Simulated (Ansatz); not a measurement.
# What ScB3 (built on the sites of a database entry of ScGa3) distorts into

Aim: this structure of ScB3 (built on the sites of a database entry of ScGa3) is to be tested for unstable modes, and one is followed downhill.

Program: Ansatz 0.2.0. Level of theory: DFT LDA, scalar-relativistic, plane waves, norm-conserving pseudopotentials. Results are calculated unless marked as measured.

The structure was built from a prototype and need not be the compound's stable phase.

## (1) Starting point

The structure is cubic, space group Pm-3m (No. 221). The conventional cell has a = 3.264 Å, b = 3.264 Å, c = 3.264 Å, α = 90.00°, β = 90.00°, γ = 90.00°. Nearest to Sc lie 12 B at 2.31 Å. B has 4 Sc at 2.31 Å and 8 B at 2.31 Å nearest. Farther neighbours are not listed.

Structure file:

```cif
data_structure
_symmetry_space_group_name_H-M 'P 1'
_symmetry_Int_Tables_number 1
_cell_length_a 3.2640
_cell_length_b 3.2640
_cell_length_c 3.2640
_cell_angle_alpha 90.000
_cell_angle_beta 90.000
_cell_angle_gamma 90.000
_cell_volume 34.77
loop_
_atom_site_label
_atom_site_type_symbol
_atom_site_fract_x
_atom_site_fract_y
_atom_site_fract_z
_atom_site_occupancy
Sc1 Sc 0.00000 0.00000 0.00000 1
B2 B 0.00000 0.50000 0.50000 1
B3 B 0.50000 0.00000 0.50000 1
B4 B 0.50000 0.50000 0.00000 1
```

## (2) Phonons on a q mesh

The cell comes from relaxations at this level that are not shown. Stability and thermal properties need the whole zone. Linear response on a 4×4×4 q mesh gives force constants as far as a supercell of that size would.

The input, input.yaml:

```yaml
crystal:
  lattice:
    - [3.264037933, 0.0, 0.0]
    - [0.0, 3.264037933, 0.0]
    - [0.0, 0.0, 3.264037933]
  atoms:
    - { symbol: Sc, position: [0.0, 0.0, 0.0] }
    - { symbol: B, position: [0.0, 0.5, 0.5] }
    - { symbol: B, position: [0.5, 0.0, 0.5] }
    - { symbol: B, position: [0.5, 0.5, 0.0] }
kpoints:
  mp_grid: { grid: [12, 12, 12] }
hamiltonian:
  xc: lda
  pseudopotentials: { kind: nc }
scf:
  occupations: { method: methfessel_paxton, width: 0.15 }
output:
  eigenvalues: true
phonons:
  method: dfpt
  qmesh: [4, 4, 4]
  temperatures: { t_max: 1000, t_step: 50 }
  qpath:
    path:
      - [[0.0, 0.0, 0.0], [0.0, 0.5, 0.0], [0.5, 0.5, 0.0], [0.0, 0.0, 0.0], [0.5, 0.5, 0.5], [0.0, 0.5, 0.0]]
      - [[0.5, 0.5, 0.5], [0.5, 0.5, 0.0]]
    npoints: 10
```

Launch:

```
$ ansatz run input.yaml --threads 4 --pin off --max-ram 7168MiB --backend cpu --events-out ev --progress --plain --runs-dir out
```

Output:

```text
Engine: ansatz 0.2.0, aarch64-unknown-linux-gnu
Pseudopotentials: kind: nc
Pseudopotential: Sc, nc, valence charge 11, recommended cutoff 1061.244064 eV (normal), Sc.nc.azcp (PseudoDojo's, or run here from an input of PseudoDojo's: the run reads no file of this project's for it)
Pseudopotential: B, nc, valence charge 3, recommended cutoff 1034.032677 eV (normal), B.nc.azcp (PseudoDojo's, or run here from an input of PseudoDojo's: the run reads no file of this project's for it)
Functional definition: SPW92
  exchange = slater_x
  correlation = pw_c
Crystal: 4 atoms, lattice volume = 34.775 Å³
Basis set: ecut = 1061.244064 eV, 2777 PW (Γ), exchange–correlation on 72×72×72 points (8 copies of the dense FFT grid, shifted against one another)
Bands: 14, of which v1, the nominal top of the filled ones, is band 10 counted from 1 (9 counted from 0)
Symmetry: 48 space group operations
k-points: 84 of 1728
Non-local potential: Sc, projectors of the file, l = 0: 2, l = 1: 2, l = 2: 2
Non-local potential: B, projectors of the file, l = 0: 2, l = 1: 2
Initial density: superposition of atomic densities (chi_scale 0.1, normalization cell, long waves kept (reshape's long-wave potential 0.00 eV rms))
Initial wavefunctions: pseudopotential atomic-orbital guess
Functional: x = slater, c = lda
SCF iter   1: F=—  HF=-1556.074095 eV  |F-HF|=—  |Δ(HF+E_count)|=         —  Δρ=4.73e-2  dr2=1.25e0  ethr=3.10e-3  ⟨swp⟩=5.2  Hψ=5771  notcnv=0
preconditioner: auto → none  [metal: Δε(μ)=0.076 eV  Ē_g=8.037 eV  σ=0.150 eV  W_gap=0.41  n_scr=6 (ndim 8)  ℏωp=21.8 eV  f_vac=0.000  D(μ)=0.51/eV (n_scr^D=0)  sad-step TF]
SCF iter   2: F=—  HF=-1555.806429 eV  |F-HF|=—  |Δ(HF+E_count)|=   2.68e-1  S|Δr|=    0.00e0  Δρ=2.43e-2  dr2=3.16e-1  ethr=3.10e-3  ⟨swp⟩=2.0  Hψ=2120  notcnv=0  defer=6
SCF iter   3: F=—  HF=-1555.706330 eV  |F-HF|=—  |Δ(HF+E_count)|=   1.00e-1  S|Δr|=    0.00e0  Δρ=1.00e-2  dr2=4.19e-2  ethr=1.58e-3  ⟨swp⟩=2.0  Hψ=2018  notcnv=0  defer=6
SCF iter   4: F=—  HF=-1555.693866 eV  |F-HF|=—  |Δ(HF+E_count)|=   1.25e-2  S|Δr|=    0.00e0  Δρ=1.18e-3  dr2=1.74e-4  ethr=2.09e-4  ⟨swp⟩=2.1  Hψ=2106  notcnv=0  defer=4
SCF iter   5: F=—  HF=-1555.693916 eV  |F-HF|=—  |Δ(HF+E_count)|=   4.92e-5  S|Δr|=    0.00e0  Δρ=2.73e-4  dr2=3.46e-5  ethr=8.68e-7  ⟨swp⟩=2.3  Hψ=1895  notcnv=0  defer=4
SCF iter   6: F=—  HF=-1555.693906 eV  |F-HF|=—  |Δ(HF+E_count)|=   9.80e-6  S|Δr|=    0.00e0  Δρ=5.09e-5  dr2=1.07e-6  ethr=1.73e-7  ⟨swp⟩=2.2  Hψ=1597  notcnv=0  defer=4
SCF iter   7: F=—  HF=-1555.693906 eV  |F-HF|=—  |Δ(HF+E_count)|=   3.29e-7  S|Δr|=    0.00e0  Δρ=3.45e-6  dr2=3.53e-9  ethr=5.35e-9  ⟨swp⟩=2.4  Hψ=1830  notcnv=0  defer=4
SCF iter   8: F=—  HF=-1555.693906 eV  |F-HF|=—  |Δ(HF+E_count)|=   2.69e-9  S|Δr|=    0.00e0  Δρ=6.11e-7  dr2=4.05e-11  ethr=1.76e-11  ⟨swp⟩=2.4  Hψ=2153  notcnv=0  defer=4
SCF iter   9: F=-1555.693906 eV  HF=-1555.693906 eV  |F-HF|=2.27e-13  |Δ(HF+E_count)|=  9.32e-12  S|Δr|=    0.00e0  Δρ=2.63e-8  dr2=4.72e-14  ethr=1.00e-12  ⟨swp⟩=7.7  Hψ=6318  notcnv=0
SCF 1 converged in 9 iterations: F = -1555.693906 eV  dr2 = 4.72e-14
Initial density: read from a saved state, or passed on in memory by an earlier SCF of this step, an earlier step, the calling program or the single point that the run made first
iter 1 solved again at ethr=5.21e-8 eV; its pass at ethr=3.10e-3 eV (dr2=1.04e-5 eV) is discarded
SCF iter   1: F=—  HF=-1555.693905 eV  |F-HF|=—  |Δ(HF+E_count)|=         —  Δρ=3.63e-7  dr2=2.15e-11  ethr=5.21e-8  ⟨swp⟩=4.1  Hψ=10123  notcnv=0
eigensolver tolerance schedule: the retry pair's looser diagonalisation over-reported the residual by 485060.67 of it (diagonalisation noise at an unbounded share of the residual, at the tolerance the schedule requests for it); recorded, not acted on — ethr = c·dr2/N_el stays at c = 1.0e-1
preconditioner: auto → none  [metal: Δε(μ)=0.084 eV  Ē_g=15.167 eV  σ=0.150 eV  W_gap=0.45  n_scr=6 (ndim 8)  ℏωp=26.7 eV  f_vac=0.000  D(μ)=0.61/eV (n_scr^D=0)]
SCF iter   2: F=—  HF=-1555.693906 eV  |F-HF|=—  |Δ(HF+E_count)|=   8.93e-7  S|Δr|=    0.00e0  Δρ=2.16e-7  dr2=1.78e-11  ethr=1.00e-12  ⟨swp⟩=3.9  Hψ=3222  notcnv=0
SCF iter   3: F=-1555.693906 eV  HF=-1555.693906 eV  |F-HF|=1.36e-12  |Δ(HF+E_count)|=  4.55e-12  S|Δr|=    0.00e0  Δρ=1.24e-7  dr2=3.11e-12  ethr=1.00e-12  ⟨swp⟩=3.0  Hψ=4258  notcnv=0
SCF 2 converged in 3 iterations: F = -1555.693906 eV  dr2 = 3.11e-12
phonons: the bands overlap, so this run is a metal and interpolates without the dipole-dipole term. If the crystal is really an insulator or semiconductor, its LO-TO splitting is missing
NSCF: frozen V_eff on 84 k-points
NSCF: frozen V_eff on 343 k-points
DFPT response loops at q = (0, 0, 0) (fractional): preconditioner auto → Kerker (q_TF=auto, 2.488 Å⁻¹) (partly filled bands, converged f_vac=0.000); β = 1.00, the filter's whole step (`scf.mixing.beta` (0.50) is not read by the response loops under this deck's `scf.mixing.preconditioner`; to damp them name `kerker` or `kerker_dos`, under which they read `scf.mixing.beta`, and type it under 1.00, their step now; both keys bind the ground state too); Broyden in place of MSR1
NSCF: frozen V_eff on 1176 k-points
DFPT response loops at q = (0, 0, 0.25) (fractional): mixed as the last ones told, above
NSCF: frozen V_eff on 686 k-points
DFPT response loops at q = (0, 0, -0.5) (fractional): mixed as the last ones told, above
NSCF: frozen V_eff on 2016 k-points
DFPT response loops at q = (0, 0.25, 0.25) (fractional): mixed as the last ones told, above
NSCF: frozen V_eff on 1176 k-points
DFPT response loops at q = (0, 0.25, -0.5) (fractional): mixed as the last ones told, above
NSCF: frozen V_eff on 686 k-points
DFPT response loops at q = (0, -0.5, -0.5) (fractional): mixed as the last ones told, above
NSCF: frozen V_eff on 3456 k-points
DFPT response loops at q = (0.25, 0.25, 0.25) (fractional): mixed as the last ones told, above
phonons.qmesh, q = [0.2500, 0.2500, 0.2500]: its response loops start from zero, take more passes and end by a threshold: the memory limit or budget leaves too little room for the subspace of the ground state's own states beside the solves, or none could be made (phonons.method)
NSCF: frozen V_eff on 2016 k-points
DFPT response loops at q = (0.25, 0.25, -0.5) (fractional): mixed as the last ones told, above
NSCF: frozen V_eff on 1176 k-points
DFPT response loops at q = (0.25, -0.5, -0.5) (fractional): mixed as the last ones told, above
NSCF: frozen V_eff on 686 k-points
DFPT response loops at q = (-0.5, -0.5, -0.5) (fractional): mixed as the last ones told, above
SCF converged after 9 iterations
Stability not checked: this state was not tested for a lower state beside it, because cold or Methfessel-Paxton smearing, or corrected tetrahedra, fill the levels in a way that the test cannot read (fill_not_monotonic; see scf.lower_state_search)
Free energy (F): -1555.693906 eV
Harris-Foulkes:  -1555.693906 eV  (|F-HF|=2.27e-13)
Internal energy: -1555.694673 eV  (E = F + TS)
E sigma→0 (E₀):  -1555.694098 eV
Entropy (-TS):   0.000767 eV (0.192 meV/atom)
Fermi energy:    12.899763 eV
--- Per-component energies (eV) ---
  E_band       = -49.882579
  E_kinetic    = 650.535349
  E_local      = -979.281438  (includes V_loc(G=0)·N_el)
  E_nonlocal   = 63.841436
  E_hartree    = 279.561182
  E_xc         = -320.288891
  E_vxc        = -344.100287  (∫ρ·V_xc dr)
  E_ewald      = -1250.062312
  E_smearing   = 0.000767  (= −TS)
  E_closure    = 0.000000  (closes the sum)
  Σ components = -1555.693906   (vs F -1555.693906, Δ=0.00e0)
--- Band table (eV; the first three rows and the last of 84) ---
  k-point 0: bands = [... 6 lower, 9.6634, 10.1537, 10.1537, 10.1537, 16.6930, 16.6930, 16.6930, 17.0530]
  k-point 1: bands = [... 6 lower, 9.7074, 10.1409, 10.1409, 10.9678, 15.8945, 15.8945, 16.7149, 16.7528]
  k-point 2: bands = [... 6 lower, 9.8350, 10.0969, 10.0969, 11.9798, 15.1773, 15.1773, 16.0763, 16.7754]
  k-point 83: bands = [... 6 lower, 6.6550, 6.6550, 9.5931, 9.5931, 9.5931, 18.4201, 18.4201, 20.9859]
--- Phonons (Γ-DFPT): 3 representative perturbations + reference (Σ response iterations 9) ---
  ASR residual: 4.668e-5 → 0.000e0 eV/Å²; symmetrization residual: 5.297e-7 eV/Å²
  ASR residual per site (eV/Å²): 4.67e-5 1.81e-6 1.81e-6 1.81e-6
  Γ frequencies (cm⁻¹): -404.16 -404.16 -404.16 0.00 0.00 0.00 399.43 399.43 399.43 643.97 643.97 643.97
--- Phonons (arbitrary-q DFPT): 10 irreducible q on the 4×4×4 mesh ---
  q = [0.0000, 0.0000, 0.0000] (star 1, of the zone-centre solve; hermiticity 4.13e-8, symmetrization 2.03e-15): -404.16 -404.16 -404.16 -0.00 0.00 0.00 399.43 399.43 399.43 643.97 643.97 643.97
  q = [0.0000, 0.0000, 0.2500] (star 6, 7 solved perturbations in 3612 linear systems a pass and spin channel, the states on 588 of 1728 k-point pairs; hermiticity 3.74e-8, symmetrization 4.59e-14, the responses' own estimated error 3.0e-5 eV/Å²): -361.74 -361.74 -328.15 142.05 142.05 272.34 416.85 416.85 482.46 617.59 617.59 621.92
  q = [0.0000, 0.0000, -0.5000] (star 3, 7 solved perturbations in 2107 linear systems a pass and spin channel, the states on 343 of 1728 k-point pairs; hermiticity 3.32e-8, symmetrization 1.33e-10, the responses' own estimated error 2.8e-5 eV/Å²): -266.44 -266.44 -154.56 212.41 212.41 431.96 431.96 434.92 539.68 543.06 576.98 576.98
  q = [0.0000, 0.2500, 0.2500] (star 12, 7 solved perturbations in 6132 linear systems a pass and spin channel, the states on 1008 of 1728 k-point pairs; hermiticity 3.21e-8, symmetrization 2.77e-15, the responses' own estimated error 3.0e-5 eV/Å²): -361.17 -339.12 -252.73 216.94 231.61 316.87 431.33 469.99 529.34 535.88 592.09 633.42
  q = [0.0000, 0.2500, -0.5000] (star 12, 12 solved perturbations on 588 of 1728 k-point pairs; hermiticity 1.53e-8, symmetrization 1.11e-8, the responses' own estimated error 2.8e-5 eV/Å²): -326.53 -312.26 -101.27 286.54 296.25 354.61 428.17 463.53 545.76 561.47 565.21 612.61
  q = [0.0000, -0.5000, -0.5000] (star 3, 7 solved perturbations in 2107 linear systems a pass and spin channel, the states on 343 of 1728 k-point pairs; hermiticity 1.40e-8, symmetrization 2.76e-9, the responses' own estimated error 3.0e-5 eV/Å²): -436.13 -270.81 122.87 320.57 320.57 408.42 420.58 420.58 424.57 591.90 619.72 619.72
  q = [0.2500, 0.2500, 0.2500] (star 8, 3 solved perturbations in 3600 linear systems a pass and spin channel, the states on 1728 of 1728 k-point pairs; hermiticity 2.34e-7, symmetrization 6.03e-14): -412.39 -258.76 -258.76 210.30 210.30 407.86 427.03 484.94 484.94 569.72 622.77 622.77
  q = [0.2500, 0.2500, -0.5000] (star 12, 7 solved perturbations in 6132 linear systems a pass and spin channel, the states on 1008 of 1728 k-point pairs; hermiticity 2.75e-8, symmetrization 1.54e-9, the responses' own estimated error 3.0e-5 eV/Å²): -425.97 -253.34 -230.84 188.20 253.73 320.66 445.98 548.03 566.40 574.85 605.40 608.27
  q = [0.2500, -0.5000, -0.5000] (star 6, 7 solved perturbations in 3612 linear systems a pass and spin channel, the states on 588 of 1728 k-point pairs; hermiticity 1.99e-8, symmetrization 1.07e-9, the responses' own estimated error 3.2e-5 eV/Å²): -477.76 -284.79 -166.12 176.38 176.38 242.58 546.32 547.00 547.00 615.71 621.72 621.72
  q = [-0.5000, -0.5000, -0.5000] (star 1, 3 solved perturbations in 735 linear systems a pass and spin channel, the states on 343 of 1728 k-point pairs; hermiticity 1.96e-8, symmetrization 4.91e-12, the responses' own estimated error 3.3e-5 eV/Å²): -529.29 -290.51 -290.51 52.55 52.55 52.55 588.99 588.99 588.99 634.27 634.27 634.27
  sum rule: each row above includes the acoustic sum rule's correction from the zone centre's row sums; it moved no ω² by more than (0.53 cm⁻¹)²
  mesh force constants: q→R imaginary residual 1.30e-18; ASR residual 4.668e-5 → 0.000e0 eV/Å²; symmetrization residual 7.105e-15 eV/Å²
  interpolated dispersion: 62 rows × 12 modes
  density of states and harmonic sums: on the 20×20×20 q-mesh, interpolated from the force constants of a 4×4×4 supercell (no non-analytic term)
  largest difference from the sums on the solved wave vectors: F 1.04e-2 eV, S 1.48e-5 and C_V 4.50e-6 eV/K
  zero-point energy: 0.249211 eV/cell   skipped modes (ω ≤ 0): 841, of them read as no rigid motion or as one in doubt: 838 (2.949e0 modes/cell left out, lowest -529.29 cm⁻¹)   left out of the sums: 2.46e-1 of the cell's modes: C_V's classical limit lies that fraction below 3 k_B per atom; for a crystal, a wire or a layer, F and S can be off by more, and a phonons.interpolated_qmesh denser along its periods is the remedy for the sampling
```

Run time: 21 min. Hardware: 4 threads of Arm Neoverse V1, shared host; peak memory 4.5 GiB.

In the SCF lines HF is the Harris–Foulkes energy and dr2 the Hartree energy of the density residual, in eV; the loop may stop once dr2 is under the threshold and the program's other checks hold. Hψ counts applications of the Hamiltonian.

This step gave:

| Property | Result |
| --- | --- |
| volume per atom | 8.694 Å³ |
| gap on the k-mesh | 0 eV |
| sum-rule residual before enforcement | 4.67e-5 eV/Å² |
| lowest frequency on the path | -529.3 cm⁻¹ |
| point group | m-3m |
| highest frequency on the path or at a solved wavevector | 644.7 cm⁻¹ |
| highest optical mode at the zone centre (no LO-TO term) | 644.0 cm⁻¹ |
| lowest optical zone-centre mode | -404.2 cm⁻¹ |
| lowest mode on the q mesh (acoustic modes at Γ apart) | -529.3 cm⁻¹ |

Frequencies (cm⁻¹) solved at each irreducible wavevector; negative means imaginary. Frequencies by wavevector, by row:

```csv
q in reciprocal lattice units,star,mode 1,mode 2,mode 3,mode 4,mode 10,mode 11,mode 12
0 0 0,1,-404.2,-404.2,-404.2,0,644,644,644
0 0 0.25,6,-361.7,-361.7,-328.1,142.1,617.6,617.6,621.9
0 0 -0.5,3,-266.4,-266.4,-154.6,212.4,543.1,577,577
0 0.25 0.25,12,-361.2,-339.1,-252.7,216.9,535.9,592.1,633.4
0 0.25 -0.5,12,-326.5,-312.3,-101.3,286.5,561.5,565.2,612.6
0 -0.5 -0.5,3,-436.1,-270.8,122.9,320.6,591.9,619.7,619.7
0.25 0.25 0.25,8,-412.4,-258.8,-258.8,210.3,569.7,622.8,622.8
0.25 0.25 -0.5,12,-426,-253.3,-230.8,188.2,574.9,605.4,608.3
0.25 -0.5 -0.5,6,-477.8,-284.8,-166.1,176.4,615.7,621.7,621.7
-0.5 -0.5 -0.5,1,-529.3,-290.5,-290.5,52.5,634.3,634.3,634.3
```

Interpolated from a 4×4×4 q mesh. Phonon branches along the path, in cm⁻¹:

```csv
point,branch 1,branch 2,branch 3,branch 4,branch 9,branch 10,branch 11,branch 12
Γ,-404,-404,-404,0,399,644,644,644
halfway,-362,-362,-328,142,482,618,618,622
X,-266,-266,-155,212,540,543,577,577
halfway,-326,-312,-101,286,546,562,565,613
M,-436,-271,123,321,425,592,620,620
halfway,-361,-339,-253,217,529,536,592,633
Γ,-404,-404,-404,0,399,644,644,644
halfway,-412,-259,-259,210,485,570,623,623
R,-529,-290,-290,52,589,634,634,634
halfway,-426,-253,-231,188,566,575,605,608
X,-266,-266,-155,212,540,543,577,577
jump to R,-529,-290,-290,52,589,634,634,634
halfway,-478,-285,-166,176,547,616,622,622
M,-436,-271,123,321,425,592,620,620
```

Symmetry leaves 10 wavevectors to solve. The lowest mode among them, the acoustic zeros apart, lies at q = (-0.5, -0.5, -0.5) and is imaginary, 529.3i cm⁻¹, so the energy falls along it.

## (3) The mode frozen in, largest atomic shift 0 Å

The mode followed lies at q = (0.25, -0.5, -0.5) with frequency 477.8i cm⁻¹, one of the unstable modes though not the softest. At small amplitude the distorted cell has space group no. 139 by a symmetry search on the positions. The undistorted cell that holds it gives the zero of energy on the same k mesh.

System of this step: ScB3 (built on the sites of a database entry of ScGa3). It takes space group Pm-3m (No. 221, cubic). Conventional cell: a = 3.264 Å, b = 3.264 Å, c = 3.264 Å, α = 90.00°, β = 90.00°, γ = 90.00°. Nearest to Sc lie 12 B at 2.31 Å. Nearest to B lie 8 B at 2.31 Å and 4 Sc at 2.31 Å. Nearest to B lie 8 B at 2.31 Å and 4 Sc at 2.31 Å. Farther neighbours are not listed.

The input, input.yaml:

```yaml
crystal:
  lattice:
    - [0.0, -3.264037933, -3.264037933]
    - [0.0, -3.264037933, 3.264037933]
    - [-6.5280758659, -3.264037933, 0.0]
  atoms:
    - { symbol: Sc, position: [0.75, 0.75, 0.5] }
    - { symbol: Sc, position: [0.25, 0.25, 0.5] }
    - { symbol: Sc, position: [0.5, 0.5, 1.0] }
    - { symbol: Sc, position: [0.0, 0.0, 1.0] }
    - { symbol: B, position: [0.5, 0.0, 0.0] }
    - { symbol: B, position: [0.0, 0.5, 0.0] }
    - { symbol: B, position: [0.25, 0.75, 0.5] }
    - { symbol: B, position: [0.75, 0.25, 0.5] }
    - { symbol: B, position: [0.125, 0.625, 0.25] }
    - { symbol: B, position: [0.625, 0.125, 0.25] }
    - { symbol: B, position: [0.875, 0.375, 0.75] }
    - { symbol: B, position: [0.375, 0.875, 0.75] }
    - { symbol: B, position: [0.625, 0.625, 0.25] }
    - { symbol: B, position: [0.125, 0.125, 0.25] }
    - { symbol: B, position: [0.375, 0.375, 0.75] }
    - { symbol: B, position: [0.875, 0.875, 0.75] }
kpoints:
  mp_grid: { grid: [8, 8, 8] }
hamiltonian:
  xc: lda
  pseudopotentials: { kind: nc }
scf:
  occupations: { method: methfessel_paxton, width: 0.15 }
output:
  forces: true
  stress: true
  eigenvalues: true
```

Output:

```text
[...]
Crystal: 16 atoms, lattice volume = 139.100 Å³
Basis set: ecut = 1061.244064 eV, 10947 PW (Γ)
Bands: 56, of which v1, the nominal top of the filled ones, is band 40 counted from 1 (39 counted from 0)
Symmetry: 64 space group operations
[...]
k-points: 59 of 512
[...]
k-point 0: bands = [... 36 lower, 10.4453, 10.4453, 10.4453, 10.4453, 10.5599, 13.9398, 14.5004, 14.5004, ... 12 higher]
  k-point 1: bands = [... 36 lower, 10.5093, 10.7229, 10.8427, 10.8427, 11.1463, 14.0456, 14.4957, 14.4957, ... 12 higher]
  k-point 2: bands = [... 36 lower, 10.3774, 11.2325, 11.2325, 11.4673, 12.2907, 14.3410, 14.5017, 14.5017, ... 12 higher]
  k-point 58: bands = [... 36 lower, 11.8926, 11.8926, 13.6902, 13.6902, 14.5249, 14.5249, 14.5615, 14.5615, ... 12 higher]
[key lines of the parts left out:]
SCF converged after 7 iterations
Free energy (F): -6222.765740 eV
Fermi energy:    12.890027 eV
P = ⅓ Tr σ = 0.0086 GPa (0.086 kbar)
```

It took 29 s on 4 threads; peak memory 1.5 GiB; 1.8 min of CPU time.

Numbers from this step:

```
pressure                         : 0.008560 GPa
energy from the undistorted cell : 0 meV/atom
```

The run ends at a pressure of 0.01 GPa.

[end of part 1 of 2]

[Logs are printed without paths, hosts, clocks, repeated set-up lines and the standing remarks that a program may print on its own settings, such as how far it seeks lower states.]

[Hosts, paths, dates, database ids (printed as entryN), source tags and the programs' standing remarks are cut or masked in the printed files.]
